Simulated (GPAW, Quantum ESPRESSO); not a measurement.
# Near-edge structure at the B K edge of BAs (F-43m), part 4 of 4

Aim: the B K edge of BAs (F-43m) by two routes, a Lanczos recursion (XSpectra) and a sum over empty bands (GPAW), to see which features are robust.

Quantum ESPRESSO 7.5 and GPAW 26.7.0; core-hole supercells, plane-wave PAW PBE.

So far. Step 12 (The field without a hole (GPAW)): The mesh shows a gap of 1.23 eV, so the hole is first treated in a charged cell, without the excited electron. Step 13 (Spectrum without a core hole, B atom 2 (GPAW)): Main maxima below 24 eV (height): 2.5 eV (1.43), 4.6 eV (1.56), 6.1 eV (1.64), 10.6 eV (1.60), 14.8 eV (0.98) and 23.2 eV (0.81). 

## 15. Spectrum with FCH, B atom 2 (GPAW)

Level of this step: X-ray absorption from dipole matrix elements to empty bands, plane-wave PAW PBE (GPAW).

The holes are 5.9 Å apart. The excited electron is left out and a uniform background balances the charge. After the field has converged, empty bands are computed with the density fixed and the dipole matrix elements are summed.

File xas.py:

```python
import numpy as np
from ase import Atoms
from ase.parallel import parprint, paropen
from gpaw import GPAW, PW, FermiDirac, Mixer, MixerDif, setup_paths
from gpaw.test import gen
setup_paths.insert(0, '.')
gen('B', name='fch1s', xcname='PBE', corehole=(1, 0, 1), write_xml=True)
from gpaw.mpi import world
world.barrier()

atoms = Atoms('As6B6',
    cell=[[-2.3885, -2.3885, -4.777],
     [-2.3885, -2.3885, 4.777],
     [-2.3885, 4.777, 2.3885]],
    scaled_positions=[[0.875, 0.625, 0],
     [0.54166667, 0.625, 0.33333333],
     [0.375, 0.125, 0],
     [0.20833333, 0.625, 0.66666667],
     [0.04166667, 0.125, 0.33333333],
     [0.70833333, 0.125, 0.66666667],
     [0, 0, 0],
     [0.66666667, 0, 0.33333333],
     [0.5, 0.5, 0],
     [0.33333333, 0, 0.66666667],
     [0.16666667, 0.5, 0.33333333],
     [0.83333333, 0.5, 0.66666667]],
    pbc=True)
atoms.calc = calc = GPAW(legacy_gpaw=True, mode=PW(500, force_complex_dtype=True), xc='PBE', setups={6: 'fch1s'},
    kpts={'size': (4, 3, 4), 'gamma': True}, occupations=FermiDirac(0.02),
    charge=0, mixer=Mixer(0.1, 5, 50), maxiter=150,
    convergence={'density': 0.0001, 'eigenstates': 1e-6}, txt='scf.txt')
energy = atoms.get_potential_energy() + calc.get_reference_energy()
ef = calc.get_fermi_level()
out = dict(energy=energy, fermi=ef, forces=atoms.get_forces().tolist())
parprint(f'all-electron energy {energy:.4f} eV, Fermi level {ef:.4f} eV')
ev = np.array([[calc.get_eigenvalues(k, s) for k in range(len(calc.get_ibz_k_points()))] for s in range(calc.get_number_of_spins())])
out['homo'], out['lumo'], out['counts'] = ev[ev < ef].max(), ev[ev > ef].min(), sorted(set((ev < ef).sum((0, 2)).tolist()))
out['filled'] = (ev[:, 0] < ef).sum(1).tolist()

from ase.units import Ha
from gpaw.xas import dipole_matrix_elements
nb = int(calc.get_number_of_electrons() / 2) + 100
top, nb = nb, nb + 8 + nb // 12
nscf = calc.fixed_density(kpts={'size': (5, 4, 5), 'gamma': True}, nbands=nb,
    convergence={'bands': top, 'eigenstates': 1e-5}, maxiter=60, txt='nscf.txt')
cell = atoms.cell.array
ops = [cell.T @ U.T @ np.linalg.inv(cell.T) for U in nscf.wfs.kd.symmetry.op_scc]
filled = [24]  # bands filled in the ground state, by spin
E = np.arange(-6, 34, 0.1)
fwhm = np.interp(E, [4, 25], [0.9, 3.5])
Y, X, zero, highest = 0, 0, 1e9, 1e9
for spin in range(nscf.get_number_of_spins()):
    wfs = nscf.wfs
    A = dipole_matrix_elements(wfs.setups[6])
    eps = np.zeros((wfs.kd.nibzkpts, nb))
    d = np.zeros((3, A.shape[1], wfs.kd.nibzkpts, nb), complex)
    for kpt in wfs.kpt_u:
        if kpt.s == spin and 6 in kpt.P_ani:
            eps[kpt.k] = kpt.eps_n * Ha
            d[:, :, kpt.k] = (kpt.weight * wfs.nspins / 2) ** 0.5 * np.inner(A, kpt.P_ani[6])
    world.sum(eps)
    world.sum(d)
    T = np.einsum('amkn,bmkn->abkn', d, d.conj()).real
    T = sum(np.einsum('ai,ijkn,bj->abkn', R, T, R) for R in ops) / len(ops)
    empty = np.ones_like(eps, bool) & (np.arange(nb) >= filled[spin])
    zero, highest = min(zero, eps[empty].min()), min(highest, eps[:, top - 1].min())
    lines = [(eps, T, empty)] if spin == 0 else lines + [(eps, T, empty)]
for eps, T, empty in lines:
    f = np.einsum('aakn->akn', T).reshape(3, -1)
    x = eps.ravel() - zero
    w = np.interp(x, E, fwhm) / 2.35482
    g = np.exp(-0.5 * ((E[:, None] - x) / w) ** 2) / (w * (2 * np.pi) ** 0.5)
    Y = Y + (f * empty.ravel()) @ g.T
    X = X + (f * ~empty.ravel()) @ g.T
out.update(E=E.round(2).tolist(), xas=Y.tolist(), xes=X.tolist(), zero=zero, valid=highest - zero, nk=len(eps), nb=nb)
for i in range(0, len(E), 10):
    parprint(f'{E[i]:7.2f}', *(f'{v:10.3e}' for v in Y[:, i]))
import json
with paropen('out.json', 'w') as f:
    json.dump(out, f)
```

Started as:

```
> OMP_NUM_THREADS=1 mpirun -n 4 gpaw python xas.py
```

Numbers of over 12 decimals in the logs are rounded to 6 here.

The program printed:

```text
Input parameters:
  convergence: {density: 0.0001,
                eigenstates: 1e-06}
  kpts: {gamma: True,
         size: (4, 3, 4)}
  maxiter: 150
  mixer: {backend: pulay,
          beta: 0.1,
          method: separate,
          nmaxold: 5,
          weight: 50}
  mode: {ecut: 500.0,
         force_complex_dtype: True,
         name: pw}
  occupations: {fixmagmom: False,
                name: fermi-dirac,
                width: 0.02}
  setups: {6: fch1s}
  xc: PBE

Initialize ...

[... PAW data sets ...]

Reference energy: -372827.704667  # eV

Spin-paired calculation

[... convergence settings ...]
Symmetries present (total): 2
  [... symmetry matrices ...]

48 k-points: 4 x 3 x 4 Monkhorst-Pack grid + [1/8,0.000000,1/8]
17 k-points in the irreducible part of the Brillouin zone
       k-points in crystal coordinates                weights
   0:     0.00000000    0.00000000    0.00000000          1/48
   1:     0.00000000    0.00000000    0.25000000          2/48
   2:     0.00000000    0.00000000    0.50000000          1/48
   3:     0.00000000    0.33333333    0.00000000          2/48
   4:     0.00000000    0.33333333    0.25000000          4/48
   5:     0.00000000    0.33333333    0.50000000          2/48
   6:     0.25000000   -0.33333333    0.00000000          4/48
   7:     0.25000000   -0.33333333    0.50000000          4/48
   8:     0.25000000    0.00000000    0.00000000          4/48
   9:     0.25000000    0.00000000    0.50000000          4/48
          ...
  16:     0.50000000    0.33333333    0.50000000          4/48

Wave functions: Plane wave expansion
  Cutoff energy: 500.000 eV
  Number of coefficients (min, max): 4134, 4173
  Pulay-stress correction: 0.000000 eV/Ang^3 (de/decut=0.000000)
  Using FFTW library
  Wavefunction extrapolation:
    Improved wavefunction reuse through dual PAW basis

Occupation numbers: Fermi-Dirac:
  width: 0.0200  # eV

Eigensolver
   Davidson(niter=2)

Densities:
  Coarse grid: 32*32*32 grid
  Fine grid: 64*64*64 grid
  Total Charge: 1.000000

Density mixing:
  Method: separate
  Backend: pulay
  Linear mixing parameter: 0.1
  old densities: 5
  Width of damping distribution: 1.1
  Damping of long wavelength oscillations: 50

[... Hamiltonian set-up ...]
Number of atoms: 12
Number of atomic orbitals: 48
Number of bands in calculation: 33
Number of valence electrons: 48
Bands to converge: occupied

... initialized

Initializing position-dependent things.

Density initialized from atomic densities
Creating initial wave functions:
  33 bands from LCAO basis set

             As

               B
                   As
                 B
         B  As       B
             As
              B
               B  As
          As

Atomic positions and initial magnetic moments

Positions:
   0 As    -3.582750   -3.582750   -1.194250    ( 0.0000,  0.0000,  0.0000)
   1 As    -3.582750   -1.194250    1.194250    ( 0.0000,  0.0000,  0.0000)
   2 As    -1.194250   -1.194250   -1.194250    ( 0.0000,  0.0000,  0.0000)
   3 As    -3.582750    1.194250    3.582750    ( 0.0000,  0.0000,  0.0000)
   4 As    -1.194250    1.194250    1.194250    ( 0.0000,  0.0000,  0.0000)
   5 As    -3.582750    1.194250   -1.194250    ( 0.0000,  0.0000,  0.0000)
   6 B      0.000000    0.000000    0.000000    ( 0.0000,  0.0000,  0.0000)
   7 B     -2.388500   -0.000000   -2.388500    ( 0.0000,  0.0000,  0.0000)
   8 B     -2.388500   -2.388500    0.000000    ( 0.0000,  0.0000,  0.0000)
   9 B     -2.388500    2.388500    0.000000    ( 0.0000,  0.0000,  0.0000)
  10 B     -2.388500   -0.000000    2.388500    ( 0.0000,  0.0000,  0.0000)
  11 B     -4.777000    0.000000    0.000000    ( 0.0000,  0.0000,  0.0000)

Unit cell:
           periodic     x           y           z      points  spacing
  1. axis:    yes   -2.388500   -2.388500   -4.777000    32     0.1514
  2. axis:    yes   -2.388500   -2.388500    4.777000    32     0.1724
  3. axis:    yes   -2.388500    4.777000    2.388500    32     0.1583

  Lengths:   5.850606   5.850606   5.850606
  Angles:   80.405932 120.000000 109.471221

Effective grid spacing dv^(1/3) = 0.1709

iter:   1  -101.683412
iter:   2   -95.184494   -1.40  -0.64
iter:   3   -90.227333   -1.02  -0.72
iter:   4   -89.944778   -1.65  -1.01
iter:   5   -89.836329   -1.97  -1.20
iter:   6   -89.903161   -1.93  -1.42
iter:   7   -89.799142   -2.46  -1.82
iter:   8   -89.797803   -4.40  -2.25
iter:   9   -89.796663c  -4.22  -2.37
iter:  10   -89.796364c  -4.35  -2.81
iter:  11   -89.796455c  -5.50  -2.90
iter:  12   -89.796211c  -5.06  -2.82
iter:  13   -89.796442c  -4.49  -3.03
iter:  14   -89.796117c  -4.75  -2.83
iter:  15   -89.796104c  -6.85c -3.35
iter:  16   -89.796103c  -6.06c -3.42
iter:  17   -89.796094c  -6.43c -3.58
iter:  18   -89.796094c  -7.36c -3.92
iter:  19   -89.796094c  -7.70c -4.02c

Converged after 19 iterations.

Dipole moment: (7.106278, 7.106278, -10.608349) |e|*Ang

Energy contributions relative to reference atoms: (reference = -372827.704667)

Kinetic:        +76.870774
Potential:      -88.881713
External:        +0.000000
XC:             -77.761872
Entropy (-ST):   -0.000000
Local:           -0.023282
SIC:             +0.000000
--------------------------
Free energy:    -89.796094
Extrapolated:   -89.796094

Showing only first 2 kpts
 Kpt  Band  Eigenvalues  Occupancy
  0    22      7.77384    2.00000
  0    23      7.78782    2.00000
  0    24      9.83924    0.00000
  0    25     10.32926    0.00000

  1    22      6.64296    2.00000
  1    23      7.57452    2.00000
  1    24      9.49613    0.00000
[...]
Fermi level: 8.23366

Gap: 1.386 eV
Transition (v -> c):
  (s=0, k=0, n=23, [0.00, 0.00, 0.00]) -> (s=0, k=2, n=24, [0.00, 0.00, 0.50])
Direct/indirect transitions are different
Direct gap: 1.922 eV
Transition at: (s=0, k=1, n=23, [0.00, 0.00, 0.25])

Forces in eV/Ang:
  0 As   -0.11857   -0.11857   -0.00123
  1 As    0.18046    0.15696   -0.11058
  2 As    0.13051    0.13051    0.38894
  3 As    0.15696    0.18046   -0.11058
  4 As    0.20406   -0.57677   -0.03696
  5 As   -0.57677    0.20406   -0.03696
  6 B     0.05878    0.05878   -0.00355
  7 B     0.24711    0.27147   -0.30291
  8 B    -0.06416   -0.06416    0.44986
  9 B     0.27147    0.24711   -0.30291
 10 B    -0.14133   -0.34886    0.03358
 11 B    -0.34886   -0.14133    0.03358
Scalar-relativistic atomic PBE calculation for B (Boron, Z=5)
Core hole in 1s state (1s occupation: 1.0)
300 radial gridpoints.
|------------------------------------------------|
|------------------------------------------------|
[... the atom generator's iteration count ...]

Energy contributions:
-------------------------
Kinetic:      +16.923827
XC:            -2.446370
Potential:    -31.470903
-------------------------
Total:        -16.993446

state      eigenvalue         ekin         rmax
-----------------------------------------------
1s^1.0 :    -8.619813    12.014061        0.202
2s^2.0 :    -0.872538     1.686908        1.272
2p^1.0 :    -0.649578     1.535951        1.118
-----------------------------------------------
(units: Bohr and Hartree)

Generating PAW setup
Kinetic energy of the core from tauc = 12.018096
Cutoffs:
rc(s)=1.200
rc(p)=1.200
rc(d)=1.200
rc(vbar)=1.080
rc(comp)=1.200
rc(nct)=1.200

Kinetic energy of the core states: 12.014061
Charge: 1.0
Core electrons: 1.0
Valence electrons: 3.0
Pseudo-core charge: 0.035742
Shape function alpha=6.944
Pseudo-electron charge 3.043936
state    eigenvalue         norm
--------------------------------
2s(2) :    -0.872538     1.031866
*s    :     0.127462
2p(1) :    -0.649578     0.944462
*p    :     0.350422
*d    :     0.000000
--------------------------------

Diagonalizing with gridspacing h=0.050

state   all-electron     PAW
-------------------------------
2s:      -0.872538    -0.873275
2p:      -0.649578    -0.650581
*d:                   -0.077574
*f:                   -0.014711
-------------------------------
all-electron energy -372917.5008 eV, Fermi level 8.2337 eV
[...]
31.00  2.492e-04  2.492e-04  2.519e-04
  32.00  2.225e-04  2.225e-04  2.277e-04
  33.00  2.073e-04  2.073e-04  2.119e-04
```

Run time: 1.7 min. Hardware: 4 MPI ranks of Arm Neoverse V2, shared host; peak memory 0.41 GiB.

The B K spectrum, B atom 2, full core hole (charged cell) (energy from the lowest empty level; intensity scaled to a mean of 1 over the first 20 eV):

```
E (eV)  intensity
 -2.00       0.00
 -1.25       0.00
 -0.50       0.03
  0.25       0.56
  1.00       1.84
  1.75       2.37
  2.50       1.95
  3.25       2.05
  4.00       1.92
  4.75       1.54
  5.50       1.28
  6.25       1.16
  7.00       1.12
  7.75       1.04
  8.50       0.90
  9.25       1.00
 10.00       1.09
 10.75       0.88
 11.50       0.54
 12.25       0.43
 13.00       0.55
 13.75       0.69
 14.50       0.72
 15.25       0.63
 16.00       0.45
 16.75       0.33
 17.50       0.31
 18.25       0.37
 19.00       0.45
 19.75       0.54
 20.50       0.64
 21.25       0.70
 22.00       0.72
 22.75       0.71
 23.50       0.68
 24.25       0.64
 25.00       0.62
 25.75       0.61
 26.50       0.60
 27.25       0.59
 28.00       0.58
```

Main maxima below 24 eV (height): 1.7 eV (2.37), 3.5 eV (2.11), 9.9 eV (1.09), 14.4 eV (0.73) and 22.1 eV (0.72). 

The hole costs E(hole) − E(ground) = 185.64 eV, and the lowest empty level of the hole cell on the spectrum's mesh lies at 9.03 eV, which puts the zero at 194.67 eV. With the free-atom term of -5.59 eV for this edge, the photon energy is 189.08 eV.

## 16. Excitation energy, B atom 2 (GPAW)

With the excited electron kept in the cell the system stays neutral, and the energy difference is an excitation energy by itself. In a small cell that electron takes up a good share of the lowest empty band, or all of one, which shifts the value from the true onset.

Changed against the first core-hole run: core hole to XCH, with the smearing that suits a partly filled band.

File scf.py:

```python
import numpy as np
from ase import Atoms
from ase.parallel import parprint, paropen
from gpaw import GPAW, PW, FermiDirac, Mixer, MixerDif, setup_paths
from gpaw.test import gen
setup_paths.insert(0, '.')
gen('B', name='fch1s', xcname='PBE', corehole=(1, 0, 1), write_xml=True)
from gpaw.mpi import world
world.barrier()

atoms = Atoms('As6B6',
    cell=[[-2.3885, -2.3885, -4.777],
     [-2.3885, -2.3885, 4.777],
     [-2.3885, 4.777, 2.3885]],
    scaled_positions=[[0.875, 0.625, 0],
     [0.54166667, 0.625, 0.33333333],
     [0.375, 0.125, 0],
     [0.20833333, 0.625, 0.66666667],
     [0.04166667, 0.125, 0.33333333],
     [0.70833333, 0.125, 0.66666667],
     [0, 0, 0],
     [0.66666667, 0, 0.33333333],
     [0.5, 0.5, 0],
     [0.33333333, 0, 0.66666667],
     [0.16666667, 0.5, 0.33333333],
     [0.83333333, 0.5, 0.66666667]],
    pbc=True)
atoms.calc = calc = GPAW(legacy_gpaw=True, mode=PW(500, force_complex_dtype=True), xc='PBE', setups={6: 'fch1s'},
    kpts={'size': (4, 3, 4), 'gamma': True}, occupations=FermiDirac(0.04),
    charge=-1, mixer=Mixer(0.1, 5, 50), maxiter=150,
    convergence={'density': 0.0001, 'eigenstates': 1e-6}, txt='scf.txt')
energy = atoms.get_potential_energy() + calc.get_reference_energy()
ef = calc.get_fermi_level()
out = dict(energy=energy, fermi=ef, forces=atoms.get_forces().tolist())
parprint(f'all-electron energy {energy:.4f} eV, Fermi level {ef:.4f} eV')
ev = np.array([[calc.get_eigenvalues(k, s) for k in range(len(calc.get_ibz_k_points()))] for s in range(calc.get_number_of_spins())])
out['homo'], out['lumo'], out['counts'] = ev[ev < ef].max(), ev[ev > ef].min(), sorted(set((ev < ef).sum((0, 2)).tolist()))
out['filled'] = (ev[:, 0] < ef).sum(1).tolist()
import json
with paropen('out.json', 'w') as f:
    json.dump(out, f)
```

Started as:

```
> OMP_NUM_THREADS=1 mpirun -n 4 gpaw python scf.py
```

The program printed:

```text
Input parameters:
  charge: -1
  convergence: {density: 0.0001,
                eigenstates: 1e-06}
  kpts: {gamma: True,
         size: (4, 3, 4)}
  maxiter: 150
  mixer: {backend: pulay,
          beta: 0.1,
          method: separate,
          nmaxold: 5,
          weight: 50}
  mode: {ecut: 500.0,
         force_complex_dtype: True,
         name: pw}
  occupations: {fixmagmom: False,
[...]
2s(2) :    -0.872538     1.031866
*s    :     0.127462
2p(1) :    -0.649578     0.944462
*p    :     0.350422
*d    :     0.000000
--------------------------------

Diagonalizing with gridspacing h=0.050

state   all-electron     PAW
-------------------------------
2s:      -0.872538    -0.873275
2p:      -0.649578    -0.650581
*d:                   -0.077574
*f:                   -0.014711
-------------------------------
all-electron energy -372908.1738 eV, Fermi level 9.4992 eV
[key lines of the parts left out:]
Converged after 18 iterations.
Dipole moment: (7.082753, 7.082753, -10.548310) |e|*Ang
Free energy:    -80.474900
Fermi level: 9.49916
```

Elapsed: 17 s, on 4 MPI ranks; peak memory 0.25 GiB; 68 s of CPU time.

The total-energy difference is 194.97 eV. With the free-atom term of -5.59 eV for this edge, the photon energy is 189.38 eV.

## 17. The two programs side by side

The line shapes differ (Lorentzian half width 0.4 eV up to 4 eV, rising linearly to 1.75 eV at 25 eV (not a setting of the program: the run's 0.4 eV curve was folded afterwards with a further Lorentzian above 4 eV), against Gaussian full width 0.9 eV up to 4 eV, rising linearly to 3.5 eV at 25 eV), so both get a further Gaussian of 1.5 eV full width before they are compared; the Lorentzian tails remain.

```
E (eV)  XSpectra  GPAW
 -2.00      0.11  0.00
 -1.25      0.19  0.03
 -0.50      0.42  0.20
  0.25      0.92  0.77
  1.00      1.54  1.61
  1.75      1.87  2.09
  2.50      1.89  2.07
  3.25      1.87  1.98
  4.00      1.77  1.85
  4.75      1.55  1.57
  5.50      1.35  1.33
  6.25      1.22  1.19
  7.00      1.13  1.11
  7.75      1.05  1.03
  8.50      0.98  0.97
  9.25      0.97  1.00
 10.00      0.94  1.00
 10.75      0.83  0.84
 11.50      0.68  0.61
 12.25      0.61  0.51
 13.00      0.62  0.56
 13.75      0.66  0.65
 14.50      0.66  0.68
 15.25      0.60  0.60
 16.00      0.51  0.47
 16.75      0.45  0.36
 17.50      0.44  0.34
 18.25      0.46  0.38
 19.00      0.50  0.45
 19.75      0.55  0.54
 20.50      0.61  0.63
 21.25      0.64  0.69
 22.00      0.66  0.71
 22.75      0.66  0.70
 23.50      0.64  0.68
 24.25      0.62  0.64
 25.00      0.61  0.62
 25.75      0.59  0.61
 26.50      0.59  0.60
 27.25      0.58  0.59
 28.00      0.57  0.58
```

```
                                                                          XSpectra        GPAW
                                                k mesh of the spectrum       5×4×5       5×4×5
                                                           cutoff (eV)         762         500
highest intensity below 16 eV after the common broadening, eV (height)  2.1 (1.90)  2.0 (2.12)
                                    zero, corrected photon energy (eV)       189.2       189.1
                                    core time, hole field and spectrum      11 min     6.8 min
```

## 18. What the core hole does

XSpectra's curves. Both curves are counted from their own zero, so only the shift of weight within the empty states shows.

```
E (eV)  no hole   FCH
  -2.0     0.04  0.09
  -1.0     0.07  0.17
   0.0     0.15  0.56
   1.0     0.39  1.72
   2.0     1.00  2.01
   3.0     1.06  1.85
   4.0     1.22  1.74
   5.0     1.34  1.39
   6.0     1.53  1.28
   7.0     1.28  1.21
   8.0     1.43  0.98
   9.0     1.49  1.00
  10.0     1.32  1.18
  11.0     1.81  0.79
  12.0     0.80  0.45
  13.0     0.77  0.65
  14.0     0.90  0.70
  15.0     1.11  0.87
  16.0     0.86  0.41
  17.0     0.44  0.29
  18.0     0.40  0.41
  19.0     0.59  0.43
  20.0     0.49  0.61
  21.0     0.68  0.76
  22.0     0.77  0.79
  23.0     1.02  0.83
  24.0     0.89  0.68
  25.0     0.92  0.69
  26.0     0.77  0.63
  27.0     0.92  0.71
  28.0     0.79  0.61
  29.0     0.75  0.50
  30.0     0.89  0.71
  31.0     0.79  0.63
  32.0     0.70  0.40
```

With each curve scaled to its own mean, the area from −2 to 6 eV with the hole is 10.2 against 6.0, and the centre of weight from −1 to 20 eV moves by -2.0 eV: the hole pulls the absorber's empty states down.

## 19. What came out

| Quantity | Value |
| --- | --- |
| absorber and edge | B K, atom 2 of the ground-state input (counted from 1) |
| surroundings | 4 As at 2.07 Å (tetrahedral, site symmetry -43m) |
| highest intensity below 16 eV (XSpectra, narrow line) | 1.9 eV above the zero, height 2.03 |
| photon energy of the zero, with the added terms | 189.2 eV (raw 194.8 eV; uncertain by a few eV) |

What this shows: The two programs agree closely: 9 % r.m.s. remains over the first 14 eV after a relative shift of 0.0 eV, and their photon-energy zeros differ by 0.1 eV. In XSpectra the B K edge of atom 2, with 4 As at 2.07 Å (tetrahedral, site symmetry -43m), has its highest intensity of the first 16 eV at 1.9 eV above the zero, near 191 eV in photon energy (uncertain by a few eV), 2.0 times the mean level of the first 20 eV (Lorentzian half width 0.4 eV). In XSpectra: With each curve scaled to its own mean, the area from −2 to 6 eV with the hole is 10.2 against 6.0, and the centre of weight from −1 to 20 eV moves by -2.0 eV: the hole pulls the absorber's empty states down. In GPAW: With each curve scaled to its own mean, the area from −2 to 6 eV with the hole is 10.3 against 6.4, and the centre of weight from −1 to 20 eV moves by -1.9 eV: the hole pulls the absorber's empty states down. In XSpectra the neutral-cell energy lies +0.2 eV from the charged-cell zero, a gap made of the charged-cell error and of where the added electron settles. In GPAW the neutral-cell energy lies +0.3 eV from the charged-cell zero, a gap made of the charged-cell error and of where the added electron settles. The gap reads 1.17 to 1.41 eV on different meshes, so it is partly a figure of the sampling, and the zero with it. The holes are only 5.9 Å apart, so the shape is probably not converged with cell size; no larger cell was run here. The structure is a published determination, not relaxed.

[Banner, clock and machine lines of the logs are left out without a mark of their own.]

[Logs are printed without paths, hosts, clocks, repeated set-up lines and the standing remarks that a program may print on its own settings, such as how far it seeks lower states.]

[Hosts, paths, dates, database ids (printed as entryN), source tags and the programs' standing remarks are cut or masked in the printed files.]

[Lists of maxima count a maximum above −3 eV only where it reaches 4 % of the highest in the window and stands out from its surroundings by 2 % of it (1.5 % where it reaches 55 %); shoulders and weaker maxima are passed over, and of the rest the first, up to two pre-edge ones and the few strongest are named.]
